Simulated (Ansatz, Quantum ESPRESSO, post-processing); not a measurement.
# 1T-HfO2, layer by layer, part 5 of 7

What does each added layer of 1T-HfO2 bring in screening, and what does it do to the gap?

Quantum ESPRESSO 7.5; plane-wave DFT, PBEsol, GBRV ultrasoft pseudopotentials; geometry by Ansatz 0.2.0 with PAW datasets.

So far. Step 7 (Bands along a path, 1 layer: no field): Along this path the valence top lies between K and Γ and the conduction bottom at M. Step 13 (Potential by pp.x, 2 layers): The slope in the vacuum is 0.100 eV/Å for an applied 0.10 V/Å, as it should be.

## (14) Band structure, 2 layers: no field

The input, n2.f0.bands.in:

```
&control
  prefix = 'n2.f0.bands'
  outdir = './out'
  pseudo_dir = './pseudo'
  calculation = 'bands'
  tefield = .true.
  dipfield = .true.
/
&system
  ibrav = 0
  nat = 6
  ntyp = 2
  ecutwfc = 40
  ecutrho = 200
  occupations = 'smearing'
  smearing = 'fd'
  degauss = 0.004
  edir = 3
  emaxpos = 0.97
  eopreg = 0.04
  eamp = 0.0
  nbnd = 28
/
&electrons
  conv_thr = 1e-07
  mixing_beta = 0.4
  electron_maxstep = 120
  mixing_mode = 'local-TF'
/
ATOMIC_SPECIES
  O   15.9990  o_pbesol_v1.2.uspp.F.UPF
  Hf  178.4900  hf_pbesol_v1.uspp.F.UPF
CELL_PARAMETERS angstrom
  3.24076296917132 0.00000000000000 0.00000000000000
  -1.62038148458566 2.80658305894625 0.00000000000000
  0.00000000000000 0.00000000000000 25.33718175170000
ATOMIC_POSITIONS crystal
  O   0.666666666667 0.333333333333 0.368695572872
  Hf  -0.000000000000 -0.000000000000 0.407132733633
  O   0.333333333333 0.666666666667 0.445493134972
  O   0.666666666667 0.333333333333 0.554506865983
  Hf  0.000000000000 0.000000000000 0.592867265124
  O   0.333333333333 0.666666666667 0.631304427416
K_POINTS crystal_b
4
  0.0000000000 0.0000000000 0.0000000000 12
  0.5000000000 0.0000000000 0.0000000000 12
  0.3333333333 0.3333333333 0.0000000000 12
  0.0000000000 0.0000000000 0.0000000000 1
```

Run with:

```bash
$ cp -r out/n2.f0.save out/n2.f0.bands.save
$ cp out/n2.f0.xml out/n2.f0.bands.xml
$ OMP_NUM_THREADS=1 mpirun -n 4 pw.x -nk 4 -in n2.f0.bands.in > n2.f0.bands.out
```

Output:

```text
[banner, memory and clock lines left out]
Program PWSCF v.7.5 starts

          URL

     Presently no symmetry can be used with electric field

     Atomic positions and unit cell read from directory:
     ./out/n2.f0.bands.save/

     G-vector sticks info

     bravais-lattice index     =            0
     lattice parameter (alat)  =       6.1242  a.u.
     unit-cell volume          =    1555.1779 (a.u.)^3
     number of atoms/cell      =            6
     number of atomic types    =            2
     number of electrons       =        48.00
     number of Kohn-Sham states=           28
     kinetic-energy cutoff     =      40.0000  Ry
     charge density cutoff     =     200.0000  Ry
     Exchange-correlation= SLA  PW   PSX  PSC
                           (   1   4  10   8   0   0   0)

     celldm(1)=   6.124154  celldm(2)=   0.000000  celldm(3)=   0.000000
     celldm(4)=   0.000000  celldm(5)=   0.000000  celldm(6)=   0.000000

     crystal axes: (cart. coord. in units of alat)
               a(1) = (   1.000000   0.000000   0.000000 )
               a(2) = (  -0.500000   0.866025   0.000000 )
               a(3) = (   0.000000   0.000000   7.818277 )

     reciprocal axes: (cart. coord. in units 2 pi/alat)
               b(1) = (  1.000000  0.577350 -0.000000 )
               b(2) = (  0.000000  1.154701  0.000000 )
               b(3) = (  0.000000 -0.000000  0.127905 )

     PseudoPot. # 1 for O  read from file:
     ./pseudo/o_pbesol_v1.2.uspp.F.UPF
     Pseudo is Ultrasoft + core correction, Zval =  6.0
     Generated by new atomic code, or converted to UPF format
     Using radial grid of  737 points,  5 beta functions with:
                l(1) =   0
                l(2) =   0
                l(3) =   1
                l(4) =   1
                l(5) =   2
     Q(r) pseudized with  8 coefficients,  rinner =    0.900   0.900   0.900
                                                       0.900   0.900

     PseudoPot. # 2 for Hf read from file:
     ./pseudo/hf_pbesol_v1.uspp.F.UPF
     Pseudo is Ultrasoft + core correction, Zval = 12.0
     Generated by new atomic code, or converted to UPF format
     Using radial grid of  921 points,  8 beta functions with:
                l(1) =   0
                l(2) =   0
                l(3) =   0
                l(4) =   1
                l(5) =   1
                l(6) =   2
                l(7) =   2
                l(8) =   3
     Q(r) pseudized with  6 coefficients,  rinner =    1.200   1.200   1.200
                                                       1.200   1.200   1.200
                                                       1.200

     atomic species   valence    mass     pseudopotential
     O                 6.00    15.99900     O ( 1.00)
     Hf               12.00   178.49000     Hf( 1.00)

     No symmetry found

   Cartesian axes

     site n.     atom                  positions (alat units)
         1        O      tau(   1) = (   0.5000000   0.2886751   2.8825640  )
         2        Hf     tau(   2) = (   0.0000000   0.0000000   3.1830764  )
         3        O      tau(   3) = (  -0.0000000   0.5773503   3.4829886  )
         4        O      tau(   4) = (   0.5000000   0.2886751   4.3352881  )
         5        Hf     tau(   5) = (   0.0000000   0.0000000   4.6352004  )
         6        O      tau(   6) = (  -0.0000000   0.5773503   4.9357127  )

     number of k points=    37  Fermi-Dirac smearing, width (Ry)=  0.0040
                       cart. coord. in units 2pi/alat
        k(    1) = (   0.0000000   0.0000000   0.0000000), wk =   0.0540541
        k(    2) = (   0.0416667   0.0240563   0.0000000), wk =   0.0540541
        k(    3) = (   0.0833333   0.0481125   0.0000000), wk =   0.0540541
        k(    4) = (   0.1250000   0.0721688   0.0000000), wk =   0.0540541
        k(    5) = (   0.1666667   0.0962250   0.0000000), wk =   0.0540541
        k(    6) = (   0.2083333   0.1202813   0.0000000), wk =   0.0540541
        k(    7) = (   0.2500000   0.1443376   0.0000000), wk =   0.0540541
        k(    8) = (   0.2916667   0.1683938   0.0000000), wk =   0.0540541
        k(    9) = (   0.3333333   0.1924501   0.0000000), wk =   0.0540541
        k(   10) = (   0.3750000   0.2165064   0.0000000), wk =   0.0540541
        k(   11) = (   0.4166667   0.2405626   0.0000000), wk =   0.0540541
        k(   12) = (   0.4583333   0.2646189   0.0000000), wk =   0.0540541
        k(   13) = (   0.5000000   0.2886751   0.0000000), wk =   0.0540541
        k(   14) = (   0.4861111   0.3127314   0.0000000), wk =   0.0540541
        k(   15) = (   0.4722222   0.3367877   0.0000000), wk =   0.0540541
        k(   16) = (   0.4583333   0.3608439   0.0000000), wk =   0.0540541
        k(   17) = (   0.4444444   0.3849002   0.0000000), wk =   0.0540541
        k(   18) = (   0.4305556   0.4089564   0.0000000), wk =   0.0540541
        k(   19) = (   0.4166667   0.4330127   0.0000000), wk =   0.0540541
        k(   20) = (   0.4027778   0.4570690   0.0000000), wk =   0.0540541
        k(   21) = (   0.3888889   0.4811252   0.0000000), wk =   0.0540541
        k(   22) = (   0.3750000   0.5051815   0.0000000), wk =   0.0540541
        k(   23) = (   0.3611111   0.5292377   0.0000000), wk =   0.0540541
        k(   24) = (   0.3472222   0.5532940   0.0000000), wk =   0.0540541
        k(   25) = (   0.3333333   0.5773503   0.0000000), wk =   0.0540541
        k(   26) = (   0.3055556   0.5292377   0.0000000), wk =   0.0540541
        k(   27) = (   0.2777778   0.4811252   0.0000000), wk =   0.0540541
        k(   28) = (   0.2500000   0.4330127   0.0000000), wk =   0.0540541
        k(   29) = (   0.2222222   0.3849002   0.0000000), wk =   0.0540541
        k(   30) = (   0.1944444   0.3367877   0.0000000), wk =   0.0540541
        k(   31) = (   0.1666667   0.2886751   0.0000000), wk =   0.0540541
        k(   32) = (   0.1388889   0.2405626   0.0000000), wk =   0.0540541
        k(   33) = (   0.1111111   0.1924501   0.0000000), wk =   0.0540541
        k(   34) = (   0.0833333   0.1443376   0.0000000), wk =   0.0540541
        k(   35) = (   0.0555556   0.0962250   0.0000000), wk =   0.0540541
        k(   36) = (   0.0277778   0.0481125   0.0000000), wk =   0.0540541
        k(   37) = (   0.0000000   0.0000000   0.0000000), wk =   0.0540541

     Dense  grid:    74225 G-vectors     FFT dimensions: (  27,  27, 216)

     Smooth grid:    53341 G-vectors     FFT dimensions: (  25,  25, 200)

     Check: negative core charge=   -0.000018

     The potential is recalculated from file :
     ./out/n2.f0.bands.save/charge-density

     negative rho (up, down):  2.226E-01 0.000E+00

     Adding external electric field

[...]
-18.7668 -18.7502 -17.5615 -17.5401  -6.8873  -6.7916  -5.0700  -5.0118
    -4.4718  -4.2439  -3.8670  -3.7275  -3.5156  -3.4501  -3.0806  -2.7795
     2.1934   2.3886   3.4737   3.6479

          k = 0.4861 0.3127 0.0000 (  6668 PWs)   bands (ev):

   -62.5124 -62.5124 -31.7841 -31.7837 -31.2524 -31.2507 -31.1313 -31.1312
   -18.7596 -18.7431 -17.5671 -17.5460  -6.8742  -6.7792  -5.0818  -5.0222
    -4.4546  -4.2302  -3.8712  -3.7379  -3.5322  -3.4611  -3.0796  -2.7827
     2.2045   2.4012   3.4714   3.6454

          k = 0.4722 0.3368 0.0000 (  6664 PWs)   bands (ev):

   -62.5122 -62.5121 -31.7778 -31.7774 -31.2516 -31.2499 -31.1441 -31.1439
   -18.7383 -18.7220 -17.5837 -17.5633  -6.8351  -6.7421  -5.1133  -5.0505
    -4.4072  -4.1924  -3.8875  -3.7741  -3.5764  -3.4876  -3.0767  -2.7923
     2.2356   2.4374   3.4656   3.6383

          k = 0.4583 0.3608 0.0000 (  6646 PWs)   bands (ev):

   -62.5119 -62.5118 -31.7673 -31.7669 -31.2503 -31.2486 -31.1648 -31.1646
   -18.7037 -18.6877 -17.6108 -17.5914  -6.7706  -6.6811  -5.1562  -5.0901
    -4.3389  -4.1384  -3.9296  -3.8467  -3.6300  -3.5145  -3.0722  -2.8090
     2.2801   2.4919   3.4599   3.6287

          k = 0.4444 0.3849 0.0000 (  6656 PWs)   bands (ev):

   -62.5114 -62.5114 -31.7529 -31.7525 -31.2487 -31.2470 -31.1928 -31.1927
   -18.6570 -18.6414 -17.6474 -17.6296  -6.6819  -6.5974  -5.2030  -5.1344
    -4.2599  -4.0803  -4.0139  -3.9559  -3.6685  -3.5314  -3.0669  -2.8334
     2.3286   2.5567   3.4592   3.6199

          k = 0.4306 0.4090 0.0000 (  6654 PWs)   bands (ev):

   -62.5109 -62.5108 -31.7346 -31.7342 -31.2467 -31.2450 -31.2270 -31.2269
   -18.5999 -18.5850 -17.6925 -17.6765  -6.5705  -6.4926  -5.2491  -5.1784
    -4.2101  -4.1286  -4.1075  -3.9905  -3.6837  -3.5384  -3.0620  -2.8662
     2.3707   2.6226   3.4695   3.6165

          k = 0.4167 0.4330 0.0000 (  6654 PWs)   bands (ev):

   -62.5103 -62.5103 -31.7128 -31.7124 -31.2662 -31.2660 -31.2445 -31.2428
   -18.5345 -18.5204 -17.7445 -17.7306  -6.4387  -6.3691  -5.2919  -5.2188
    -4.3380  -4.2978  -4.0502  -3.9295  -3.6839  -3.5395  -3.0588  -2.9082
     2.3978   2.6799   3.4955   3.6240

          k = 0.4028 0.4571 0.0000 (  6658 PWs)   bands (ev):

   -62.5097 -62.5097 -31.6876 -31.6873 -31.3090 -31.3088 -31.2422 -31.2405
   -18.4630 -18.4500 -17.8018 -17.7903  -6.2891  -6.2298  -5.3298  -5.2536
    -4.5184  -4.4867  -3.9556  -3.8671  -3.6771  -3.5378  -3.0589  -2.9598
     2.4064   2.7215   3.5381   3.6466

          k = 0.3889 0.4811 0.0000 (  6656 PWs)   bands (ev):

   -62.5091 -62.5091 -31.6595 -31.6592 -31.3539 -31.3537 -31.2400 -31.2384
   -18.3881 -18.3764 -17.8626 -17.8538  -6.1252  -6.0783  -5.3623  -5.2820
    -4.7089  -4.6832  -3.8574  -3.8091  -3.6679  -3.5352  -3.0636  -3.0205
     2.3986   2.7446   3.5938   3.6855

          k = 0.3750 0.5052 0.0000 (  6654 PWs)   bands (ev):

   -62.5086 -62.5086 -31.6288 -31.6285 -31.3994 -31.3991 -31.2380 -31.2364
   -18.3124 -18.3024 -17.9251 -17.9191  -5.9511  -5.9194  -5.3893  -5.3036
    -4.8988  -4.8797  -3.7603  -3.7575  -3.6588  -3.5333  -3.0889  -3.0732
     2.3805   2.7517   3.6571   3.7380

          k = 0.3611 0.5292 0.0000 (  6676 PWs)   bands (ev):

   -62.5082 -62.5082 -31.5959 -31.5956 -31.4441 -31.4437 -31.2365 -31.2349
   -18.2387 -18.2308 -17.9875 -17.9843  -5.7718  -5.7591  -5.4110  -5.3186
    -5.0801  -5.0702  -3.7140  -3.6763  -3.6442  -3.5331  -3.1612  -3.0863
     2.3596   2.7487   3.7219   3.7989

          k = 0.3472 0.5533 0.0000 (  6674 PWs)   bands (ev):

   -62.5079 -62.5079 -31.5612 -31.5608 -31.4864 -31.4860 -31.2354 -31.2338
   -18.1699 -18.1644 -18.0476 -18.0474  -5.6090  -5.5933  -5.4281  -5.3279
    -5.2488  -5.2412  -3.6815  -3.6595  -3.5805  -3.5354  -3.2271  -3.0989
     2.3431   2.7425   3.7841   3.8629

          k = 0.3333 0.5774 0.0000 (  6690 PWs)   bands (ev):

   -62.5078 -62.5078 -31.5256 -31.5256 -31.5244 -31.5244 -31.2351 -31.2334
   -18.1141 -18.1141 -18.0984 -18.0983  -5.5223  -5.4422  -5.4422  -5.3938
    -5.3293  -5.3293  -3.6640  -3.6640  -3.5409  -3.5409  -3.2586  -3.1047
     2.3366   2.7393   3.8412   3.8412

          k = 0.3056 0.5292 0.0000 (  6674 PWs)   bands (ev):

   -62.5083 -62.5082 -31.5874 -31.5870 -31.4509 -31.4505 -31.2367 -31.2351
   -18.2100 -18.2011 -18.0191 -18.0152  -5.6988  -5.6878  -5.4595  -5.3251
    -5.1438  -5.1192  -3.6997  -3.6874  -3.6346  -3.5594  -3.1477  -3.0710
     2.3681   2.7591   3.7310   3.7964

          k = 0.2778 0.4811 0.0000 (  6656 PWs)   bands (ev):

   -62.5098 -62.5098 -31.6232 -31.6228 -31.3773 -31.3770 -31.2416 -31.2401
   -18.2801 -18.2648 -17.9898 -17.9782  -5.8612  -5.8468  -5.4781  -5.3145
    -4.9853  -4.9288  -3.8162  -3.7768  -3.7366  -3.5763  -2.9718  -2.9625
     2.4647   2.8259   3.6078   3.6504

          k = 0.2500 0.4330 0.0000 (  6658 PWs)   bands (ev):

   -62.5125 -62.5124 -31.6281 -31.6275 -31.3127 -31.3126 -31.2450 -31.2438
   -18.3113 -18.2893 -18.0253 -18.0056  -5.9277  -5.8895  -5.5145  -5.3176
    -4.9444  -4.8728  -3.9383  -3.8719  -3.8202  -3.5959  -2.8357  -2.7832
     2.6105   2.9327   3.4668   3.4887

          k = 0.2222 0.3849 0.0000 (  6644 PWs)   bands (ev):

   -62.5163 -62.5162 -31.6003 -31.5996 -31.2908 -31.2893 -31.2162 -31.2161
   -18.3013 -18.2713 -18.1259 -18.0993  -5.8894  -5.8270  -5.5837  -5.3580
    -5.0120  -4.9341  -4.0010  -3.9162  -3.9129  -3.6416  -2.6928  -2.6369
     2.7739   3.0526   3.3148   3.3193

          k = 0.1944 0.3368 0.0000 (  6638 PWs)   bands (ev):

   -62.5210 -62.5210 -31.5415 -31.5410 -31.3057 -31.3038 -31.1622 -31.1621
   -18.3018 -18.2553 -18.2340 -18.2097  -5.7661  -5.6900  -5.6791  -5.4471
    -5.1525  -5.0692  -4.1003  -3.9073  -3.8674  -3.7243  -2.5697  -2.5474
     2.9159   3.1022   3.1578   3.2117

          k = 0.1667 0.2887 0.0000 (  6622 PWs)   bands (ev):

   -62.5264 -62.5264 -31.4568 -31.4564 -31.3289 -31.3268 -31.1112 -31.1111
   -18.4982 -18.4532 -18.1555 -18.1165  -5.8052  -5.6201  -5.5613  -5.5218
    -5.3250  -5.2307  -4.2036  -3.8193  -3.7839  -3.7320  -2.5351  -2.4906
     2.9375   2.9738   3.0800   3.2409

          k = 0.1389 0.2406 0.0000 (  6592 PWs)   bands (ev):

   -62.5321 -62.5320 -31.3549 -31.3537 -31.3536 -31.3521 -31.0679 -31.0679
   -18.7281 -18.6792 -18.0434 -17.9965  -5.9182  -5.7192  -5.5480  -5.5369
    -5.4234  -5.3236  -4.1628  -3.8393  -3.6043  -3.5426  -2.6066  -2.4715
     2.8216   2.8418   3.0819   3.2118

          k = 0.1111 0.1925 0.0000 (  6620 PWs)   bands (ev):

   -62.5376 -62.5375 -31.3799 -31.3773 -31.2441 -31.2439 -31.0332 -31.0332
   -18.9613 -18.9094 -17.9190 -17.8648  -6.0085  -5.8481  -5.7049  -5.6823
    -5.5130  -5.3247  -3.9131  -3.7121  -3.4067  -3.3224  -2.7433  -2.5125
     2.7169   2.7396   3.0179   3.1046

          k = 0.0833 0.1443 0.0000 (  6610 PWs)   bands (ev):

   -62.5424 -62.5424 -31.4025 -31.3998 -31.1390 -31.1388 -31.0068 -31.0068
   -19.1742 -19.1204 -17.7984 -17.7374  -6.0667  -5.9546  -5.8580  -5.8371
    -5.6705  -5.3838  -3.5496  -3.4472  -3.2459  -3.1047  -2.8814  -2.5956
     2.6456   2.6740   2.9054   2.9513

          k = 0.0556 0.0962 0.0000 (  6629 PWs)   bands (ev):

   -62.5462 -62.5462 -31.4203 -31.4175 -31.0520 -31.0519 -30.9885 -30.9884
   -19.3451 -19.2901 -17.6975 -17.6311  -6.0914  -6.0311  -5.9804  -5.9642
    -5.8224  -5.4718  -3.3142  -3.1411  -3.1130  -2.9207  -2.8856  -2.6894
     2.6079   2.6423   2.7859   2.7873

          k = 0.0278 0.0481 0.0000 (  6639 PWs)   bands (ev):

   -62.5487 -62.5486 -31.4317 -31.4288 -30.9943 -30.9943 -30.9777 -30.9777
   -19.4557 -19.4001 -17.6305 -17.5604  -6.0879  -6.0758  -6.0614  -6.0470
    -5.9329  -5.5413  -3.3862  -2.9025  -2.8525  -2.8091  -2.8017  -2.7546
     2.5952   2.6327   2.6516   2.6840

          k = 0.0000 0.0000 0.0000 (  6625 PWs)   bands (ev):

   -62.5495 -62.5495 -31.4355 -31.4325 -30.9742 -30.9742 -30.9741 -30.9741
   -19.4941 -19.4382 -17.6070 -17.5356  -6.0902  -6.0902  -6.0761  -6.0761
    -5.9793  -5.5670  -3.4266  -2.8276  -2.7773  -2.7773  -2.7454  -2.7454
     2.5941   2.5941   2.6342   2.6342

     XML data file, pseudopotentials, collected wavefunctions

                                        0.00s GPU  (     443 calls)
[key lines of the parts left out:]
Dipole field          0.0000 Ry au,
```

Wall time 30 s (4 MPI ranks of Intel Xeon Platinum 8259CL at 2.50GHz (Skylake/Cascade Lake), shared host); peak memory 0.41 GiB.

Numbers from this step:

- dipole along the normal: 0 e·Å
- valence top, on the run's zero: -2.471 eV
- conduction bottom, on the run's zero: 2.193 eV
- gap by band count: 4.665 eV

Band numbers count within the set of bands kept for display. The electronic bands at the labelled points (eV, zero at the highest filled level of the SCF mesh; v1 is the highest filled band, c1 the lowest empty one):

```csv
point,v4,v3,v2,v1,c1,c2,c3,c4
Γ,-0.29,-0.29,-0.25,-0.25,5.08,5.08,5.12,5.12
halfway,-0.88,-0.82,-0.17,-0.04,4.87,5.03,6.21,6.24
M,-1.02,-0.96,-0.59,-0.29,4.68,4.88,5.96,6.14
halfway,-1.19,-1.05,-0.57,-0.42,4.89,5.17,5.99,6.11
K,-1.05,-1.05,-0.77,-0.61,4.83,5.23,6.33,6.33
halfway,-1.29,-1.24,-0.04,0.00,5.43,5.46,5.57,5.73
Γ,-0.29,-0.29,-0.25,-0.25,5.08,5.08,5.12,5.12
```

Along this path the valence top lies between K and Γ and the conduction bottom at M.

## (15) Polarisability from the dipole between 0 and 0.1 V/A, 2 layers

This step gave:

```
polarisability a cell      : 4.251 Å³
sheet polarisability 4πα/A : 5.873 Å
```

Change of the potential energy, second field less first against z:

```csv
z (Å),"change of the potential energy, second field less first (eV)"
0.0,-0.486
0.5,-0.923
1.0,-0.873
1.5,-0.823
2.0,-0.773
2.5,-0.723
3.0,-0.673
3.5,-0.623
4.0,-0.573
4.5,-0.523
5.0,-0.473
5.5,-0.423
6.0,-0.373
6.5,-0.323
7.0,-0.273
7.5,-0.225
8.0,-0.179
8.5,-0.141
9.0,-0.116
9.5,-0.102
10.0,-0.0940
10.5,-0.0870
11.0,-0.0795
11.5,-0.0670
12.0,-0.0462
12.5,-0.0128
13.0,0.0247
13.5,0.0543
14.0,0.0715
14.5,0.0820
15.0,0.0892
15.5,0.0962
16.0,0.106
16.5,0.122
17.0,0.152
17.5,0.194
18.0,0.241
18.5,0.290
19.0,0.340
19.5,0.390
20.0,0.440
20.5,0.490
21.0,0.540
21.5,0.590
22.0,0.640
22.5,0.690
23.0,0.740
23.5,0.790
24.0,0.840
24.5,0.890
25.0,0.128
```

[end of part 5 of 7]

[Logs are printed without paths, hosts, clocks, repeated set-up lines and the standing remarks that a program may print on its own settings, such as how far it seeks lower states.]

[Hosts, paths, dates, database ids (printed as entryN), source tags and the programs' standing remarks are cut or masked in the printed files.]

[Maps of the electrostatic potential energy from Ansatz leave out the sawtooth potential of an applied field or a dipole correction, so their vacuum need not be flat; planar profiles and work functions include it.]
